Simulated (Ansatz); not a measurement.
# Lattice dynamics of Sc2C monolayer, part 2 of 2

Aim: the vibrations of Sc2C monolayer, their spectra, and whether the structure is stable.

Ansatz 0.2.0; DFT PBEsol, scalar-relativistic, plane waves, PAW.

So far: The structure; Relaxation.

## Step 3: Relaxation

The relaxation is repeated from its end on the same settings, as a check that it has come to rest.

The input, input.yaml:

```yaml
crystal:
  lattice:
    - [3.2777453561, 0.0, 0.0]
    - [-1.6388726781, 2.8386107455, 0.0]
    - [0.0, 0.0, 28.6]
  atoms:
    - { symbol: C, position: [0.0, 0.0, 0.3496503497] }
    - { symbol: Sc, position: [0.3333333333, 0.6666666667, 0.3917995018] }
    - { symbol: Sc, position: [0.6666666667, 0.3333333333, 0.3075011975] }
  periodic: [true, true, false]
kpoints:
  mp_grid: { grid: [15, 15, 1] }
hamiltonian:
  xc: pbesol
scf:
  occupations: { method: gaussian, width: 0.1 }
output:
  forces: true
  stress: true
  eigenvalues: true
relax:
  adjacent_minimum: "off"
  f_tol: 0.005
  max_steps: 80
  cell: { stress_2d_tol: 0.02 }
```

Run with:

```sh
ansatz run input.yaml --threads 8 --pin off --max-ram 14336MiB --backend cpu --events-out ev --progress --plain --runs-dir out
```

Numbers of over 12 decimals in the logs are rounded to 6 here.

Output:

```text
[...]
Crystal: 3 atoms, lattice volume = 266.101 Å³
Basis set: ecut = 420 eV, 5303 PW (Γ), exchange–correlation on 48×48×384 points (8 copies of the dense FFT grid, shifted against one another)
Bands: 17, of which v1, the nominal top of the filled ones, is band 13 counted from 1 (12 counted from 0)
Symmetry: 12 space group operations
[...]
k-points: 27 of 225
[...]
--- Relaxed structure (1 steps of the walk, 1 accepted, 1 SCFs on fresh bases) ---
[...]
cell:  # Å, volume = 266.1014 Å³
    - [3.277745, 2.8867566720832328e-11, 0.0]
    - [-1.638873, 2.838611, 0.0]
    - [0.0, 0.0, 28.6]
  atoms:
    - { symbol: C, position: [0.0, 0.0, 0.349650] }
    - { symbol: Sc, position: [0.333333, 0.666667, 0.391800] }
    - { symbol: Sc, position: [0.666667, 0.333333, 0.307501] }
[key lines of the parts left out:]
SCF converged after 7 iterations
Free energy (F): -4469.627792 eV
Fermi energy:    -4.140986 eV
P = ½ c Tr σ = -0.0019 N/m
```

Wall time 2.5 s (8 threads of Arm Neoverse V2, shared host); peak memory 0.77 GiB; 17 s of CPU time.

Little changed from the start: no atom moved by 0.005 Å and no cell edge by 0.1 %.

## Step 4: Relaxing to small forces for the phonons

Phonons need a cell at rest on their own settings, so the relaxation is repeated with tight tolerances on forces and stress on the k mesh and occupations of the first response run.

input.yaml, the sections that differ from step 3:

```yaml
kpoints:
  mp_grid: { grid: [18, 18, 1] }
scf:
  occupations: { method: methfessel_paxton, width: 0.15 }
relax:
  adjacent_minimum: "off"
  f_tol: 0.001
  max_steps: 60
  cell: { stress_2d_tol: 0.002 }
# crystal, hamiltonian, output: as in step 3
```

Output:

```text
[...]
Crystal: 3 atoms, lattice volume = 266.101 Å³
Basis set: ecut = 420 eV, 5303 PW (Γ), exchange–correlation on 48×48×384 points (8 copies of the dense FFT grid, shifted against one another)
Bands: 17, of which v1, the nominal top of the filled ones, is band 13 counted from 1 (12 counted from 0)
Symmetry: 12 space group operations
[...]
k-points: 37 of 324
[...]
--- Relaxed structure (4 steps of the walk, 3 accepted, 1 SCFs on fresh bases) ---
[...]
cell:  # Å, volume = 265.8670 Å³
    - [3.276302, 2.8854851317882693e-11, 0]
    - [-1.638151, 2.837360, 0]
    - [0, 0, 28.6]
  atoms:
    - { symbol: C, position: [0, 0, 0.349650] }
    - { symbol: Sc, position: [0.333333, 0.666667, 0.391820] }
    - { symbol: Sc, position: [0.666667, 0.333333, 0.307480] }
[key lines of the parts left out:]
SCF converged after 7 iterations
Free energy (F): -4469.619615 eV
Fermi energy:    -4.150069 eV
P = ½ c Tr σ = -0.0005 N/m
```

Elapsed: 7.6 s, on 8 threads; peak memory 0.78 GiB.

Little changed from the start: no atom moved by 0.005 Å and no cell edge by 0.1 %.

Numbers from this step:

```yaml
area_per_atom: 3.099 Å²
```

The largest force component left is 0.0030 meV/Å, within the tolerances set.

## Step 5: The dispersion

Stability and thermal properties need the whole zone. Linear response on a 6×6×1 q mesh gives force constants as far as a supercell of that size would.

The input, input.yaml:

```yaml
crystal:
  lattice:
    - [3.2763015977, 0.0, 0.0]
    - [-1.6381507989, 2.8373604141, 0.0]
    - [0.0, 0.0, 28.6]
  atoms:
    - { symbol: C, position: [0.0, 0.0, 0.3496503497] }
    - { symbol: Sc, position: [0.3333333333, 0.6666666667, 0.3918202981] }
    - { symbol: Sc, position: [0.6666666667, 0.3333333333, 0.3074804012] }
  periodic: [true, true, false]
kpoints:
  mp_grid: { grid: [18, 18, 1] }
hamiltonian:
  xc: pbesol
scf:
  occupations: { method: methfessel_paxton, width: 0.15 }
output:
  eigenvalues: true
phonons:
  method: dfpt
  qmesh: [6, 6, 1]
  temperatures: { t_max: 1000, t_step: 50 }
  qpath:
    path:
      - [0.0, 0.0, 0.0]
      - [0.5, 0.0, 0.0]
      - [0.33333333, 0.33333333, 0.0]
      - [0.0, 0.0, 0.0]
    npoints: 10
```

Output:

```text
Warning: crystal.symmetry: narrowed to the stabiliser of the run's FFT grids — unitary ops 12 → 6. A phonons.method: dfpt run fills in the rows of the dynamical matrix that it does not solve by its symmetry operations, which is exact only for operations that map its FFT grids onto themselves: filled in by any other, the frequencies could depend on the order in which like atoms are typed, or, by more than the grids' own error, on where the crystal sits among the grids' points. Excluded: 6 operations. The run can therefore solve more perturbations, solve them on more k-points, or both, and cost more. [rest of the remark cut]
[...]
Crystal: 3 atoms, lattice volume = 265.867 Å³
Basis set: ecut = 420 eV, 5303 PW (Γ), exchange–correlation on 48×48×384 points (8 copies of the dense FFT grid, shifted against one another)
Bands: 17, of which v1, the nominal top of the filled ones, is band 13 counted from 1 (12 counted from 0)
Symmetry: 12 space group operations
k-points: 37 of 324 (irreducible under 6 space group operations, time reversal used)
[...]
SCF iter   1: F=—  HF=-4469.630650 eV  |F-HF|=—  |Δ(HF+E_count)|=         —  Δρ=3.80e-3  dr2=8.51e-2  ethr=1.77e-3  ⟨swp⟩=8.1  Hψ=4000  notcnv=0
[...]
SCF iter  11: F=-4469.619615 eV  HF=-4469.619615 eV  |F-HF|=5.00e-11  |Δ(HF+E_count)|=  4.26e-10  S|Δr|=    0.00e0  Δρ=3.88e-8  dr2=3.23e-12  ethr=1.00e-12  ⟨swp⟩=11.9  Hψ=4488  notcnv=0
SCF 1 converged in 11 iterations: F = -4469.619615 eV  dr2 = 3.23e-12
[...]
phonons: the bands overlap, so this run is a metal and interpolates without the dipole-dipole term. If the crystal is really an insulator or semiconductor, its LO-TO splitting is missing
NSCF: frozen V_eff on 37 k-points
WARN: eigensolver did not converge in 5 slots of this pass, the one above among them; of largest residual over every band (k=35): 1 band(s) unlocked (lowest unlocked band 16, counted from 0; max residual 1.08e-4 eV among the unlocked bands, 1.08e-4 eV over every band); of lowest unlocked band (k=5): band 16
[...]
DFPT response loops at q = (0, 0, 0) (fractional): preconditioner auto → none (partly filled bands, converged f_vac=0.720); β = 0.50; Broyden in place of MSR1
[...]
SCF converged after 11 iterations
[...]
Free energy (F): -4469.619615 eV
[...]
Internal energy: -4469.623717 eV  (E = F + TS)
E sigma→0 (E₀):  -4469.620640 eV
Entropy (-TS):   0.004102 eV (1.367 meV/atom)
Fermi energy:    -4.150064 eV
[...]
--- Band table (eV; the first three rows and the last of 37) ---
  k-point 0: bands = [... 9 lower, -8.5836, -5.8222, -5.8222, -5.2133, -4.4928, -2.7805, -2.5219, -2.5219]
  k-point 1: bands = [... 9 lower, -8.5205, -5.9860, -5.8135, -5.0865, -4.4751, -2.7643, -2.6125, -2.4804]
  k-point 2: bands = [... 9 lower, -8.3373, -6.3069, -5.7913, -4.8696, -4.4176, -2.8952, -2.6870, -2.3619]
  k-point 36: bands = [... 9 lower, -7.0775, -7.0775, -6.2325, -3.6097, -3.6097, -3.5332, -2.3140, -1.2598]
--- Phonons (Γ-DFPT): 6 representative perturbations + reference (Σ response iterations 32) ---
  ASR residual: 6.920e-5 → 0.000e0 eV/Å²; symmetrization residual: 5.606e-6 eV/Å²
  The last average, over the group as it would stand without the narrowing to the FFT grids, took up to 4.679e-6 eV/Å² of the zone centre's force constants
  ASR residual per site (eV/Å²): 1.92e-5 5.98e-5 6.92e-5
  Γ frequencies (cm⁻¹): 0.00 0.00 0.00 216.22 216.22 294.13 300.94 495.98 495.98
--- Phonons (arbitrary-q DFPT): 7 irreducible q on the 6×6×1 mesh ---
  q = [0.0000, 0.0000, 0.0000] (star 1, of the zone-centre solve; hermiticity 1.17e-6, symmetrization 5.74e-11, taken by the last average 4.88e-7): -0.00 0.00 0.00 216.22 216.22 294.13 300.94 495.98 495.98
  q = [0.0000, 0.1667, 0.0000] (star 6, 9 solved perturbations on 171 of 324 k-point pairs; hermiticity 1.65e-6, symmetrization 4.55e-10, taken by the last average 4.88e-7): 41.40 89.92 129.30 218.44 222.67 294.56 382.05 489.89 496.74
[...]
q = [0.1667, 0.1667, 0.0000] (star 6, 6 solved perturbations in 1485 linear systems a pass and spin channel, the states on 324 of 324 k-point pairs; hermiticity 3.80e-7, symmetrization 5.29e-10, taken by the last average 4.20e-7): 98.77 153.22 174.32 221.63 231.55 297.07 414.79 491.95 518.52
[...]
sum rule: each row above includes the acoustic sum rule's correction from the zone centre's row sums; it moved no ω² by more than (0.66 cm⁻¹)²
  mesh force constants: q→R imaginary residual 1.45e-18; ASR residual 6.920e-5 → 0.000e0 eV/Å²; symmetrization residual 5.329e-15 eV/Å²
  interpolated dispersion: 31 rows × 9 modes
  density of states and harmonic sums: on the 24×24×1 q-mesh, interpolated from the force constants of a 6×6×1 supercell (no non-analytic term)
  largest difference from the sums on the solved wave vectors: F 2.46e-2 eV, S 3.13e-5 and C_V 6.73e-6 eV/K
  zero-point energy: 0.164504 eV/cell   skipped modes (ω ≤ 0): 3   left out of the sums: 5.79e-4 of the cell's modes: C_V's classical limit lies that fraction below 3 k_B per atom; for a crystal, a wire or a layer, F and S can be off by more, and a phonons.interpolated_qmesh denser along its periods is the remedy for the sampling
```

The job ended after 9.8 min (8 threads; peak memory 3.4 GiB; 76 min of CPU time).

This step gave:

| Quantity | Value |
| --- | --- |
| sum-rule residual before enforcement | 6.92e-5 eV/Å² |
| lowest frequency on the path | 0 cm⁻¹ |
| point group | -3m |
| highest frequency on the path or at a solved wavevector | 574.4 cm⁻¹ |
| mean frequency | 295 cm⁻¹ |
| highest optical mode at the zone centre (no LO-TO term) | 496.0 cm⁻¹ |
| lowest optical zone-centre mode | 216.2 cm⁻¹ |
| lowest mode on the q mesh (acoustic modes at Γ apart) | 41.4 cm⁻¹ |
| zero-point energy per atom | 54.83 meV |
| heat capacity at 300 K | 20.71 J/(mol atoms K) |
| vibrational entropy at 300 K | 22.22 J/(mol atoms K) |
| edges of the widest gap between branches, on path and mesh | 430.4, 486.2 cm⁻¹ |

Frequencies (cm⁻¹) solved at each irreducible wavevector; negative means imaginary. Frequencies by wavevector, by row:

```csv
q in reciprocal lattice units,star,mode 1,mode 2,mode 3,mode 4,mode 5,mode 6,mode 7,mode 8,mode 9
0 0 0,1,0,0,0,216.2,216.2,294.1,300.9,496,496
0 0.1667 0,6,41.4,89.9,129.3,218.4,222.7,294.6,382.1,489.9,496.7
0 0.3333 0,6,121.9,159.4,178,215.7,234.7,298.6,429.5,486.5,538.3
0 -0.5 0,3,158.5,198,203.3,212.4,259.5,280.6,425.5,490.6,574.4
0.1667 0.1667 0,6,98.8,153.2,174.3,221.6,231.6,297.1,414.8,491.9,518.5
0.1667 0.3333 0,12,160.4,197.8,204.7,222.5,243.4,286.8,427.9,500.5,552
0.3333 0.3333 0,2,191.7,215.6,215.6,239.4,239.4,283.9,414.7,529.8,529.8
```

Interpolated from a 6×6×1 q mesh. The phonon branches at the labelled points (cm⁻¹):

```csv
point,branch 1,branch 2,branch 3,branch 4,branch 5,branch 6,branch 7,branch 8,branch 9
Γ,0,0,0,216,216,294,301,496,496
halfway,81,130,159,219,229,297,416,487,512
M,158,198,203,212,260,281,426,491,574
halfway,172,208,209,218,252,283,427,502,558
K,192,216,216,239,239,284,415,530,530
halfway,99,153,174,222,232,297,415,492,518
Γ,0,0,0,216,216,294,301,496,496
```

The phonon branches as a text plot (rows in cm⁻¹):

```
    562 |               *************
    538 |           ****             ***************
    515 |         **                *****  *******  *****
    491 |***************************              ***************
    467 |
    443 |
    419 |         ************************************
    395 |       **                                    *****
    371 |     **
    347 |   **                                             **
    323 |                                                    ***
    299 |*****************                     ******************
    275 |                 *********************
    251 |               *********************
    227 |***************          *******************************
    203 | **          ****************************           ***
    180 |           ********       ******  ****   ****
    156 |       *******************            ***  *****
    132 |     **  **  **                          **  *****
    108 |       **  **                              **     **
     84 |   ****  **                                     **
     60 |   **  **                                    ***  *****
     36 | **  **                                         **  ***
     12 |*****                                             ******
         Γ                   M           K                      Γ
```

The phonon density of states has structure finer than the step of the table below, so its rows give means over 20 cm⁻¹, whole bins alone (the curve runs from 2.5 to 578 cm⁻¹). Peaks (cm⁻¹: height): 217.5: 0.110, 232.5: 0.0643, 297.5: 0.0861, 427.5: 0.0855, 492.5: 0.0812, 542.5: 0.0256.

Tetrahedra on a 24×24×1 mesh, mean over bins of 5 cm-1. Interpolated from a 6×6×1 q mesh. Table of phonon density of states by wavenumber; means over each step:

```csv
wavenumber (cm⁻¹),phonon density of states (1/cm⁻¹/cell)
20,0.00328
40,0.00428
60,0.00522
80,0.00643
100,0.00813
120,0.0108
140,0.0159
160,0.0258
180,0.0253
200,0.0368
220,0.0665
240,0.0343
260,0.00645
280,0.0196
300,0.0308
320,8.3e-4
340,0.00109
360,0.00153
380,0.00237
400,0.00470
420,0.0326
440,0.00642
460,0
480,0.0161
500,0.0405
520,0.0122
540,0.0169
560,0.0123
```

The partial phonon density of states has structure finer than the step of the table below, so its rows give means over 20 cm⁻¹, whole bins alone (the curve runs from -10 to 600 cm⁻¹). Peaks (cm⁻¹: height): C 427.7: 0.0432, 493.0: 0.0590, 542.9: 0.0195; Sc 216.5: 0.0789, 293.3: 0.0505.

Phonopy on the run's constants, 19x19x1 mesh, Gaussian sigma 4.4 cm-1. Interpolated from a 6×6×1 q mesh. Table of partial phonon density of states by wavenumber; means over each step; values in 1/cm⁻¹/cell:

```csv
wavenumber (cm⁻¹),C,Sc
0,1.3e-4,9.6e-4
20,4.0e-4,0.00277
40,5.6e-4,0.00382
60,6.0e-4,0.00403
80,8.5e-4,0.00600
100,9.6e-4,0.00691
120,0.00125,0.00985
140,0.00161,0.0144
160,0.00218,0.0235
180,0.00141,0.0236
200,7.3e-4,0.0372
220,8.8e-4,0.0646
240,9.9e-4,0.0328
260,2.5e-4,0.00679
280,6.4e-5,0.0202
300,5.4e-4,0.0296
320,5.1e-4,1.9e-4
340,0.00118,2.1e-4
360,0.00129,2.4e-4
380,0.00183,3.4e-4
400,0.00423,7.8e-4
420,0.0260,0.00408
440,0.00756,0.00112
460,1.5e-6,0
480,0.0155,0.00141
500,0.0365,0.00292
520,0.0120,5.4e-4
540,0.0159,6.1e-4
560,0.0118,4.2e-4
580,0.00227,7.4e-5
```

Harmonic thermodynamic functions per atom, from the density of states. Interpolated from a 6×6×1 q mesh. Thermodynamic functions, by row:

```csv
T (K),F_vib (meV/atom),S (J/mol-atom/K),C_V (J/mol-atom/K)
0,54.83,0,0
100,52.91,5.314,9.156
200,42.58,14.49,17.19
300,23.41,22.22,20.71
400,-2.96,28.43,22.35
500,-35.14,33.52,23.21
600,-72.16,37.8,23.71
700,-113.3,41.48,24.02
800,-158,44.7,24.23
900,-205.8,47.56,24.37
1000,-256.5,50.14,24.47
```

Symmetry leaves 7 wavevectors to solve. The lowest mode among them, the acoustic zeros apart, lies at q = (0, 0.167, 0) and is real, 41.4 cm⁻¹.

## Step 6: Another isotope

An isotope changes the mass and not the force constants, so no new electronic calculation is needed; the shifts show which modes move this element.

The same force constants with the mass of C changed from 12.011 to 13.003 u (phonopy, no LO-TO term). Both lists are sorted by frequency; levels can cross, so a row need not hold one and the same mode. Modes under 3 cm⁻¹ are left out. Isotope shifts, by row:

```csv
q,rank,natural mass (cm⁻¹),changed mass (cm⁻¹)
0 0 0,4,216.2,216.2
0 0 0,5,216.2,216.2
0 0 0,6,294.1,284.1
0 0 0,7,300.9,300.9
0 0 0,8,496,479
0 0 0,9,496,479
0 0.1667 0,1,41.4,41.17
0 0.1667 0,2,89.92,89.53
0 0.1667 0,3,129.3,128.9
0 0.1667 0,4,218.4,218.4
0 0.1667 0,5,222.7,222.4
0 0.1667 0,6,294.6,294.5
0 0.1667 0,7,382.1,369.6
0 0.1667 0,8,489.9,472.9
0 0.1667 0,9,496.7,479
0 0.3333 0,1,121.9,121.2
0 0.3333 0,2,159.4,158.9
0 0.3333 0,3,178,177.9
0 0.3333 0,4,215.7,215.6
0 0.3333 0,5,234.7,234.5
0 0.3333 0,6,298.6,298.6
0 0.3333 0,7,429.5,415.2
0 0.3333 0,8,486.5,469.1
0 0.3333 0,9,538.3,517.9
0 -0.5 0,1,158.5,157.8
0 -0.5 0,2,198,197.5
0 -0.5 0,3,203.3,203.3
0 -0.5 0,4,212.4,212.4
0 -0.5 0,5,259.5,259.1
0 -0.5 0,6,280.6,280.6
0 -0.5 0,7,425.5,410.9
0 -0.5 0,8,490.6,472.7
0 -0.5 0,9,574.4,552.8
```

A mode of this element alone would shift by -3.89 %. The highest zone-centre frequency without the field goes from 496.0 to 479.0 cm⁻¹ (-3.4 %). The product of the frequency ratios over all optical modes at Γ is 0.901; the product rule, (m/m′)^(3k/2) (M′/M)^(3/2) with k = 1 such atoms and M the mass of the cell, gives 0.901.

## Step 7: Results

- space group after relaxation (within 0.01 Å): P-3m1
- area per atom: 3.10 Å²
- electronic character: no gap on this mesh
- highest optical mode at the zone centre (no LO-TO term): 496 cm⁻¹
- lowest optical zone-centre mode: 216 cm⁻¹
- lowest mode on the q mesh (acoustic modes at Γ apart): 41.4 cm⁻¹
- highest frequency on the path or at a solved wavevector: 574 cm⁻¹
- zero-point energy per atom: 54.8 meV
- heat capacity at 300 K: 20.7 J/(mol atoms K)
- vibrational entropy at 300 K: 22.2 J/(mol atoms K)
- imaginary modes on the 6×6×1 q mesh: none

In words: The structure is a minimum as far as tested: no mode is imaginary at the 7 irreducible wavevectors of the 6×6×1 mesh, and the softest away from the acoustic zeros lies at 41 cm⁻¹. The optical modes at Γ span 216 to 496 cm⁻¹. On the path and the mesh, the widest gap between branches runs from 430 to 486 cm⁻¹. With no gap, or one that is small against the smearing, the frequencies hang on the k mesh and the smearing, most of all near Kohn anomalies. In a sheet or slab the interpolated bending branch near Γ is rough, since the rotational sum rule isn't imposed. A phonon run warned that its eigensolver left some bands unconverged in a pass. The starting cell was built on a prototype and not taken from a measurement. These are harmonic frequencies at zero temperature: anharmonic shifts, linewidths and thermal expansion are left out.

[Logs are printed without paths, hosts, clocks, repeated set-up lines and the standing remarks that a program may print on its own settings, such as how far it seeks lower states.]

[Hosts, paths, dates, database ids (printed as entryN), source tags and the programs' standing remarks are cut or masked in the printed files.]
